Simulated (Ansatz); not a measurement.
**Amorphous Si0.5Ge0.5 (400 atoms): support functions against a reference**

Wanted: errors and times of a linear-scaling basis for amorphous Si0.5Ge0.5 (400 atoms). A setting counts as converged where the r.m.s. difference of forces stays under 1 % of the r.m.s. force.

Program: Ansatz 0.2.0. Level of theory: Kohn-Sham DFT, PBE, PAW (set soft_2), plane waves. Results are calculated unless marked as measured.

### 1. Starting point

The cell holds 400 atoms: 200 Si and 200 Ge. Its edges and angles: a = 20.543 Å, b = 20.543 Å, c = 20.543 Å, α = 90.0°, β = 90.0°, γ = 90.0°. 400 atoms (200 Si, 200 Ge) placed at random at 3.86 g/cm³, melted at 3500 K for 10 ps at fixed volume with the Tersoff potential (Tersoff, Phys. Rev. B 39, 5566 (1989)). Quenched from 2700 K to 500 K at 50 K/ps and fixed volume, held 5 ps, then minimised at fixed cell.

Before any run, some limits are plain. The quench rate of 50 K/ps is many orders above laboratory rates, so the cell is likely richer in defects and strain than a real sample. The starting topology of bonds comes from the classical model, and needn't be the one that DFT or experiment would give. Sampling is at Γ alone, for a cell whose shortest periodic width is 21 Å.

### 2. Plane-wave single point

The first run uses the default basis; a harder plane-wave run follows as the reference for the support functions.

input.yaml

```yaml
crystal:
  lattice:
    - [20.5433, 0.0, 0.0]
    - [0.0, 20.5433, 0.0]
    - [0.0, 0.0, 20.5433]
  atoms:
    - { symbol: Si, position: [0.14017, 0.71563, 0.25208] }
    - { symbol: Si, position: [0.17044, 0.07098, 0.80203] }
    - { symbol: Si, position: [0.95246, 0.45547, 0.81242] }
    - { symbol: Si, position: [0.28118, 0.62024, 0.71621] }
    - { symbol: Si, position: [0.96419, 0.64502, 0.78442] }
    - { symbol: Si, position: [0.83679, 0.524, 0.46961] }
    - { symbol: Si, position: [0.3615, 0.3943, 0.76387] }
    - { symbol: Si, position: [0.86112, 0.52778, 0.67162] }
    - { symbol: Si, position: [0.56448, 0.99538, 0.34122] }
    - { symbol: Si, position: [0.79643, 0.88324, 0.72184] }
    - { symbol: Si, position: [0.22305, 0.08316, 0.20102] }
    - { symbol: Si, position: [0.7478, 0.38472, 0.67713] }
    - { symbol: Si, position: [0.17653, 0.42517, 0.91599] }
    - { symbol: Si, position: [0.86665, 0.006, 0.88194] }
    - { symbol: Si, position: [0.92813, 0.32361, 0.28576] }
    - { symbol: Si, position: [0.56219, 0.24014, 0.39929] }
    - { symbol: Si, position: [0.66694, 0.9891, 0.51819] }
    - { symbol: Si, position: [0.67322, 0.25379, 0.23735] }
    - { symbol: Si, position: [0.10902, 0.20048, 0.66686] }
    - { symbol: Si, position: [0.44764, 0.9539, 0.33622] }
    - { symbol: Si, position: [0.2437, 0.41681, 0.7505] }
    - { symbol: Si, position: [0.24607, 0.26536, 0.37071] }
    - { symbol: Si, position: [0.91572, 0.17648, 0.36372] }
    - { symbol: Si, position: [0.68602, 0.40576, 0.40988] }
    - { symbol: Si, position: [0.94855, 0.86232, 0.37247] }
    - { symbol: Si, position: [0.35006, 0.16873, 0.52071] }
    - { symbol: Si, position: [0.51915, 0.60314, 0.3993] }
    - { symbol: Si, position: [0.44895, 0.90994, 0.84465] }
    - { symbol: Si, position: [0.97626, 0.47189, 0.17571] }
    - { symbol: Si, position: [0.42788, 0.98199, 0.45398] }
    - { symbol: Si, position: [0.79393, 0.90801, 0.60727] }
    - { symbol: Si, position: [0.46547, 0.53866, 0.1314] }
    [... 362 atom lines left out ...]
    - { symbol: Ge, position: [0.06219, 0.87109, 0.18108] }
    - { symbol: Ge, position: [0.29035, 0.57449, 0.52078] }
    - { symbol: Ge, position: [0.24561, 0.23913, 0.7542] }
    - { symbol: Ge, position: [0.62918, 0.96809, 0.00935] }
    - { symbol: Ge, position: [0.39592, 0.24827, 0.60146] }
    - { symbol: Ge, position: [0.26558, 0.04743, 0.98445] }
kpoints:
  mp_grid: { grid: [1, 1, 1] }
hamiltonian:
  xc: pbe
scf:
  occupations: { method: gaussian, width: 0.025 }
output:
  forces: true
  stress: true
  populations: intrinsic
  dos:
    method: { smearing: { sigma: 0.15 } }
    de: 0.1
    projected: { site_lists: { Ge: [Ge], Si: [Si] } }
  eigenvalues: true
  write_density: true
  write_potential: true
  volumetric_format: npy
```

Started as:

```bash
$ ansatz run input.yaml --threads 32 --pin off --max-ram 143360MiB --backend cuda --events-out ev --progress --plain --runs-dir out
```

Numbers of over 12 decimals in the logs are rounded to 6 here.

Output:

```text
Engine: ansatz 0.2.0, aarch64-unknown-linux-gnu
Pseudopotentials: kind: paw
Pseudopotential: Si, paw, valence charge 4, recommended cutoff 420 eV (normal), Si.paw.azcp
Pseudopotential: Ge, paw, valence charge 14, recommended cutoff 420 eV (normal), Ge.paw.azcp
[... 5 lines on functional and potentials left out ...]
device memory: the entry about to start is reckoned to put 42.7 GiB on a device that reports 182.5 GiB free
GPU FFT provider: cuFFT
GPU libraries: cuBLAS 13.8.1, cuFFT 12.4.0, cuSOLVER 12.3.2
GPU matrix products: emulated (plane waves: as basis.precision tells), large ones in fixed point in workspaces of 1.00 GiB
Crystal: 400 atoms, lattice volume = 8669.831 Å³
Basis set: ecut = 420 eV, 169437 PW (Γ), exchange–correlation on 288×288×288 points (8 copies of the dense FFT grid, shifted against one another)
Bands: 2200, of which v1, the nominal top of the filled ones, is band 1800 counted from 1 (1799 counted from 0)
Symmetry: 1 space group operations
Space group: P1 (ITA 1), of the structure as read, at distance tolerance 2.1e-4 Å
k-points: 1
[... 5 lines on functional and potentials left out ...]
Initial density: superposition of atomic densities (neutral atoms: chi_scale 0, normalization atom), corrected by the library's trained network
Initial wavefunctions: pseudopotential atomic-orbital guess
GPU buffer pool allocated for 2985984 grid points (all kernels)
GPU transforms: local potential and band sums: pruned to the plane-wave sphere, on 144×144×144
GPU projectors: on the FFT box's points about the atoms, with room for 3591600 of them (16 bands a pass); a geometry past the room, sums that fail their trial, or a want of GPU memory keeps the tables, and a block in half precision can take them where they are the faster
Functional: x = pbe(κ = 0.804, μ = 0.219515), c = pbe(β = 0.066725)
SCF iter   1: F=—  HF=-986039.849668 eV  |F-HF|=—  |Δ(HF+E_count)|=         —  Δρ=2.82e-3  dr2=2.79e0  ethr=1.77e-3  ⟨swp⟩=5.0  Hψ=7789  notcnv=0  defer=312
preconditioner: auto → LDOS  [metal: Δε(μ)=0.012 eV  Ē_g=7.612 eV  σ=0.025 eV  W_gap=0.25  n_scr=1934 (ndim 8)  ℏωp=16.0 eV  f_vac=0.028  D(μ)=156.03/eV (n_scr^D=846)  β→1.0]
SCF iter   2: F=—  HF=-986039.594551 eV  |F-HF|=—  |Δ(HF+E_count)|=   2.55e-1  Δρ=1.49e-3  dr2=5.23e-1  ethr=7.76e-5  ⟨swp⟩=3.0  Hψ=3061  notcnv=0  defer=373
SCF iter   3: F=—  HF=-986039.497173 eV  |F-HF|=—  |Δ(HF+E_count)|=   9.74e-2  Δρ=5.69e-4  dr2=1.45e-1  ethr=1.45e-5  ⟨swp⟩=2.0  Hψ=3654  notcnv=0  defer=373
SCF iter   4: F=—  HF=-986039.477937 eV  |F-HF|=—  |Δ(HF+E_count)|=   1.92e-2  Δρ=2.31e-4  dr2=2.49e-2  ethr=4.03e-6  ⟨swp⟩=2.0  Hψ=2649  notcnv=0  defer=373
SCF iter   5: F=—  HF=-986039.473782 eV  |F-HF|=—  |Δ(HF+E_count)|=   4.15e-3  Δρ=1.00e-4  dr2=4.19e-3  ethr=6.91e-7  ⟨swp⟩=2.0  Hψ=2353  notcnv=0  defer=373
SCF iter   6: F=—  HF=-986039.473798 eV  |F-HF|=—  |Δ(HF+E_count)|=   1.62e-5  Δρ=4.35e-5  dr2=6.15e-4  ethr=1.16e-7  ⟨swp⟩=2.0  Hψ=3524  notcnv=0  defer=373
SCF iter   7: F=—  HF=-986039.473268 eV  |F-HF|=—  |Δ(HF+E_count)|=   5.30e-4  Δρ=2.05e-5  dr2=1.22e-4  ethr=1.71e-8  ⟨swp⟩=2.0  Hψ=3531  notcnv=0  defer=373
SCF iter   8: F=—  HF=-986039.481022 eV  |F-HF|=—  |Δ(HF+E_count)|=   7.75e-3  Δρ=9.38e-6  dr2=3.04e-5  ethr=3.39e-9  ⟨swp⟩=2.0  Hψ=3899  notcnv=0  defer=373
SCF iter   9: F=—  HF=-986039.480924 eV  |F-HF|=—  |Δ(HF+E_count)|=   9.82e-5  Δρ=4.82e-6  dr2=7.22e-6  ethr=8.46e-10  ⟨swp⟩=2.0  Hψ=3530  notcnv=0  defer=373
SCF iter  10: F=—  HF=-986039.480923 eV  |F-HF|=—  |Δ(HF+E_count)|=   4.90e-7  Δρ=2.15e-6  dr2=1.49e-6  ethr=2.01e-10  ⟨swp⟩=2.0  Hψ=3528  notcnv=0  defer=373
SCF iter  11: F=—  HF=-986039.480923 eV  |F-HF|=—  |Δ(HF+E_count)|=   1.28e-7  Δρ=1.10e-6  dr2=3.27e-7  ethr=4.15e-11  ⟨swp⟩=2.0  Hψ=3528  notcnv=0  defer=373
SCF iter  12: F=-986039.480923 eV  HF=-986039.480923 eV  |F-HF|=4.97e-8  |Δ(HF+E_count)|=   1.57e-8  Δρ=5.32e-7  dr2=6.79e-8  ethr=2.78e-12  ⟨swp⟩=16.0  Hψ=16106  notcnv=0
SCF 1 converged in 12 iterations: F = -986039.480923 eV  dr2 = 6.79e-8
  greatest PAW one-centre occupation: 0.998 electrons in one spin orbital (limit 2), on the Ge atom at site 210 (counted from 0), in its partial waves of l = 2
SCF converged after 12 iterations
Free energy (F): -986039.480923 eV
Harris-Foulkes:  -986039.480923 eV  (|F-HF|=4.97e-8)
Internal energy: -986039.430283 eV  (E = F + TS)
E sigma→0 (E₀):  -986039.455603 eV
Entropy (-TS):   -0.050640 eV (-0.127 meV/atom)
Fermi energy:    7.266831 eV
--- Per-component energies (eV) ---
  E_band       = -31157.932178
  E_kinetic    = 30150.259123
  E_local      = -603417.215736  (includes V_loc(G=0)·N_el)
  E_nonlocal   = 88715.876305
  E_hartree    = 269153.903098
  E_xc         = -26085.939127
  E_vxc        = -22175.506598  (∫ρ·V_xc dr)
  E_paw        = -506318.924878  (= ΣΔE_a)
  E_vpaw       = -62739.231813  (= ΣTr[D̂ρ^β])
  E_aug_tail   = 0.062881  (compensation charges beyond the density's cutoff)
  E_ewald      = -238237.451948
  E_smearing   = -0.050640  (= −TS)
  E_closure    = -0.000000  (closes the sum)
  Σ components = -986039.480923   (vs F -986039.480923, Δ=0.00e0)
--- Forces (eV/Å), atoms counted from 1 ---
[... 400 lines of forces left out ...]
  max |Σ_I F_I| component: 3.18e-5 eV/Å
--- Stress (GPa, compression-positive) ---
        1.180340       0.125141      -0.204598
        0.125141       1.315311       0.162860
       -0.204598       0.162860       0.627880
  P = ⅓ Tr σ = 1.0412 GPa (10.412 kbar)
--- Band table (eV) ---
[... left out ...]
--- intrinsic populations: 400 sites ---
  site symbol       q [e]
[... 400 lines, one an atom, left out ...]
  spilling = 0.000000 (of n_electrons = 3600.000000)
```

Run time: 11 s. Hardware: 1 × NVIDIA GB200 with 32 threads of Arm Neoverse V2, shared host; peak memory 5.1 GiB.

In the SCF lines HF is the Harris–Foulkes energy and dr2 the Hartree energy of the density residual, in eV; the loop may stop once dr2 is under the threshold and the program's other checks hold. Hψ counts applications of the Hamiltonian.

That memory is the host's; the program planned up to 42.7 GiB on the GPU. Forces of this run were stored rounded, and per-atom blocks of the log weren't kept.

The run gave:

| Property | Result |
| --- | --- |
| free energy | -986039.4809 eV |
| free energy per atom | -2465.0987 eV/atom |
| SCF cycles | 12 |
| pressure | 1.041 GPa |
| r.m.s. force component | 0.2532 eV/Å |
| longest force | 1.271 eV/Å |
| Fermi energy | 7.267 eV |
| levels partly filled by over 2 per cent | 5 |

The r.m.s. force component of 0.25 eV/Å sets the scale for the differences below.

### 3. Plane waves at 750 eV (750 eV)

The grid of the support functions holds more waves than the default cutoff, so they are judged against a harder plane-wave run.

input.yaml, the sections that differ from step 2:

```yaml
output:
  forces: true
  eigenvalues: true
basis:
  ecutwfc: "750 eV"
# crystal, kpoints, hamiltonian, scf: as in step 2
```

Output:

```text
[...]
GPU FFT provider: cuFFT
GPU libraries: cuBLAS 13.8.1, cuFFT 12.4.0, cuSOLVER 12.3.2
[...]
Crystal: 400 atoms, lattice volume = 8669.831 Å³
Basis set: ecut = 750 eV, 404039 PW (Γ), exchange–correlation on 384×384×384 points (8 copies of the dense FFT grid, shifted against one another)
Bands: 2200, of which v1, the nominal top of the filled ones, is band 1800 counted from 1 (1799 counted from 0)
Symmetry: 1 space group operations
[...]
k-points: 1
[...]
GPU buffer pool allocated for 7077888 grid points (all kernels)
[...]
SCF iter   1: F=—  HF=-986040.145306 eV  |F-HF|=—  |Δ(HF+E_count)|=         —  Δρ=2.83e-3  dr2=2.81e0  ethr=1.77e-3  ⟨swp⟩=6.0  Hψ=8443  notcnv=0  defer=53
[...]
SCF iter  11: F=—  HF=-986039.771658 eV  |F-HF|=—  |Δ(HF+E_count)|=   1.15e-7  Δρ=1.05e-6  dr2=3.00e-7  ethr=4.00e-11  ⟨swp⟩=2.0  Hψ=3528  notcnv=0  defer=373
SCF iter  12: F=-986039.771658 eV  HF=-986039.771658 eV  |F-HF|=4.09e-8  |Δ(HF+E_count)|=   1.59e-8  Δρ=5.07e-7  dr2=5.83e-8  ethr=2.78e-12  ⟨swp⟩=12.0  Hψ=9532  notcnv=0
SCF 1 converged in 12 iterations: F = -986039.771658 eV  dr2 = 5.83e-8
[...]
SCF converged after 12 iterations
Free energy (F): -986039.771658 eV
[...]
Internal energy: -986039.721019 eV  (E = F + TS)
E sigma→0 (E₀):  -986039.746339 eV
Entropy (-TS):   -0.050639 eV (-0.127 meV/atom)
Fermi energy:    7.266630 eV
[...]
Σ components = -986039.771658   (vs F -986039.771658, Δ=0.00e0)
--- Forces (eV/Å), atoms counted from 1 ---
[... 400 lines of forces left out ...]
  max |Σ_I F_I| component: 4.46e-5 eV/Å
--- Band table (eV) ---
[... left out ...]
```

The job ended after 14 s (1 × NVIDIA GB200 with 32 threads; peak memory 3.7 GiB).

That memory is the host's; the program planned up to 95.5 GiB on the GPU.

Forces differ from the reference by 0.064 meV/Å r.m.s., 0.025 % of their size, well within a tolerance of 1 %; the energy by -0.73 meV/atom.

### 4. Support functions medium

With localised support functions most steps grow linearly with size, though the diagonalisation grows faster unless the density matrix is cut; this run measures error and cost at this size. The level medium gives here a grid of 90×90×90 points and a radius of 4.15 Å. Besides, the program derives a nominal cutoff of 420 eV for this run, against the reference's 750.

This step: Kohn-Sham DFT, PBE, PAW (set soft_2), localised support functions (medium) (Ansatz 0.2.0).

input.yaml, the sections that differ from step 3:

```yaml
scf:
  occupations: { method: gaussian, width: 0.025 }
  eigensolver: { kind: { support_functions: { accuracy: medium } } }
  mixing: { beta: 0.4 }
  max_iter: 150
# crystal, kpoints, hamiltonian, output: as in step 3
# basis: removed
```

Output:

```text
Warning: scf.eigensolver.kind.support_functions: disabling space-group detection — the functions' gradient is summed over unrotated k-points, so no spatial operation reduces the k-mesh or symmetrises the density; time reversal is kept, so that k and −k are solved as one point where they differ and the mesh holds both, and exact exchange and, on two spinor components, a DFT+U term hold to it where the run has them: [...]
settings of this run that can trade accuracy for cost: scf.eigensolver.kind.support_functions [...]
[...]
GPU FFT provider: cuFFT
GPU libraries: cuBLAS 13.8.1, cuFFT 12.4.0, cuSOLVER 12.3.2
[...]
Crystal: 400 atoms, lattice volume = 8669.831 Å³
Basis set: ecut = 420 eV, 169437 PW (Γ), exchange–correlation on 288×288×288 points (8 copies of the dense FFT grid, shifted against one another)
Bands: 2160, of which v1, the nominal top of the filled ones, is band 1800 counted from 1 (1799 counted from 0)
Symmetry: 1 space group operations
k-points: 1
[...]
GPU buffer pool allocated for 2985984 grid points (all kernels)
Eigensolver: Support functions (medium, 90×90×90 points, laid for a spacing of at most 0.228497 Å, radius 4.149036 Å, 2 species' potentials softened for the grid, 2 wholly corrected for its errors in the mean over positions, 2 with the egg-box correction, energy correction by stochastic trace)
[...]
SCF iter   1: F=—  HF=-985965.535482 eV  |F-HF|=—  |Δ(HF+E_count)|=         —  Δρ=3.10e-2  dr2=2.24e2  ethr=1.00e-1
[...]
SCF iter  13: F=—  HF=-986039.683547 eV  |F-HF|=—  |Δ(HF+E_count)|=   6.63e-3  Δρ=1.32e-5  dr2=2.54e-5  ethr=2.75e-9  κ⁻¹=5.0e-6(r=7)
SCF iter  14: F=-986039.689214 eV  HF=-986039.689211 eV  |F-HF|=3.38e-6  |Δ(HF+E_count)|=   5.66e-3  Δρ=5.77e-6  dr2=5.45e-6  ethr=7.06e-10
SCF 1 converged in 14 iterations: F = -986039.825050 eV  dr2 = 5.45e-6
[...]
SCF converged after 14 iterations
Stability not checked: this state was not tested for a lower state beside it, because the mixer in use, unlike msr1, does not test its closes by its own steps (another_mixer; see scf.mixing.algorithm and scf.lower_state_search)
Free energy (F): -986039.825050 eV
[...]
Internal energy: -986039.774604 eV  (E = F + TS)
E sigma→0 (E₀):  -986039.799827 eV
Entropy (-TS):   -0.050446 eV (-0.126 meV/atom)
Fermi energy:    7.267042 eV
[...]
Σ components = -986039.825050   (vs F -986039.825050, Δ=0.00e0)
--- Forces (eV/Å), atoms counted from 1 ---
[... 400 lines of forces left out ...]
  max |Σ_I F_I| component: 6.33e-3 eV/Å
--- Band table (eV) ---
[... left out ...]
```

Wall time 9.9 s (1 × NVIDIA GB200 with 32 threads); peak memory 2.3 GiB; 26 s of CPU time.

That memory is the host's; the program planned up to 10.6 GiB on the GPU.

The program notes that the band table was not solved further than the SCF left it and it switched symmetry off.

Keys that differ from the reference: basis.ecutwfc removed, support_functions.accuracy = "medium", scf.max_iter = 150 and scf.mixing.beta = 0.4.

Forces differ from the reference by 0.27 meV/Å r.m.s., 0.11 % of their size, well within a tolerance of 1 %; the energy by -0.13 meV/atom. It took 0.70 times the reference's time. The two runs also began from different starting densities, which bears on cycles and time.

### 5. Support functions low

The level low is asked for. Here it resolves to the same grid and radius as in the run with support functions medium, so the basis is not new. Besides, the program derives a nominal cutoff of 420 eV for this run, against the reference's 750.

This step: Kohn-Sham DFT, PBE, PAW (set soft_2), localised support functions (low) (Ansatz 0.2.0).

input.yaml, the sections that differ from step 4:

```yaml
scf:
  occupations: { method: gaussian, width: 0.025 }
  eigensolver: { kind: { support_functions: { accuracy: low } } }
  mixing: { beta: 0.4 }
  max_iter: 150
# crystal, kpoints, hamiltonian, output: as in step 4
```

Output:

```text
[...]
GPU FFT provider: cuFFT
GPU libraries: cuBLAS 13.8.1, cuFFT 12.4.0, cuSOLVER 12.3.2
[...]
Crystal: 400 atoms, lattice volume = 8669.831 Å³
Basis set: ecut = 420 eV, 169437 PW (Γ), exchange–correlation on 288×288×288 points (8 copies of the dense FFT grid, shifted against one another)
Bands: 2160, of which v1, the nominal top of the filled ones, is band 1800 counted from 1 (1799 counted from 0)
Symmetry: 1 space group operations
k-points: 1
[...]
GPU buffer pool allocated for 2985984 grid points (all kernels)
Eigensolver: Support functions (low, 90×90×90 points, laid for a spacing of at most 0.228497 Å, radius 4.149036 Å, 2 species' potentials softened for the grid, 2 wholly corrected for its errors in the mean over positions, 2 with the egg-box correction, energy correction by stochastic trace)
[...]
SCF iter   1: F=—  HF=-985965.535482 eV  |F-HF|=—  |Δ(HF+E_count)|=         —  Δρ=3.10e-2  dr2=2.24e2  ethr=1.00e-1
[...]
SCF iter  12: F=—  HF=-986039.676923 eV  |F-HF|=—  |Δ(HF+E_count)|=   8.03e-3  Δρ=2.59e-5  dr2=1.01e-4  ethr=8.33e-9  κ⁻¹=1.8e-5(r=7)
SCF iter  13: F=-986039.683580 eV  HF=-986039.683550 eV  |F-HF|=3.02e-5  |Δ(HF+E_count)|=   6.63e-3  Δρ=1.30e-5  dr2=2.49e-5  ethr=2.81e-9
SCF 1 converged in 13 iterations: F = -986039.824998 eV  dr2 = 2.49e-5
[...]
SCF converged after 13 iterations
[...]
Free energy (F): -986039.824998 eV
[...]
Internal energy: -986039.774557 eV  (E = F + TS)
E sigma→0 (E₀):  -986039.799778 eV
Entropy (-TS):   -0.050441 eV (-0.126 meV/atom)
Fermi energy:    7.267074 eV
[...]
Σ components = -986039.824998   (vs F -986039.824998, Δ=0.00e0)
--- Forces (eV/Å), atoms counted from 1 ---
[... 400 lines of forces left out ...]
  max |Σ_I F_I| component: 6.45e-3 eV/Å
--- Band table (eV) ---
[... left out ...]
```

Run time: 8.9 s. Hardware: 1 × NVIDIA GB200 with 32 threads; peak memory 2.3 GiB; 25 s of CPU time.

That memory is the host's; the program planned up to 10.6 GiB on the GPU.

Keys that differ from the reference: basis.ecutwfc removed, support_functions.accuracy = "low", scf.max_iter = 150 and scf.mixing.beta = 0.4.

Forces differ from the reference by 0.28 meV/Å r.m.s., 0.11 % of their size, well within a tolerance of 1 %; the energy by -0.13 meV/atom. It took 0.63 times the reference's time. The two runs also began from different starting densities, which bears on cycles and time.

(Part 1 of 3 ends here.)

[Logs are printed without paths, hosts, clocks, repeated set-up lines and the standing remarks that a program may print on its own settings, such as how far it seeks lower states.]

[Hosts, paths, dates, database ids (printed as entryN), source tags and the programs' standing remarks are cut or masked in the printed files.]
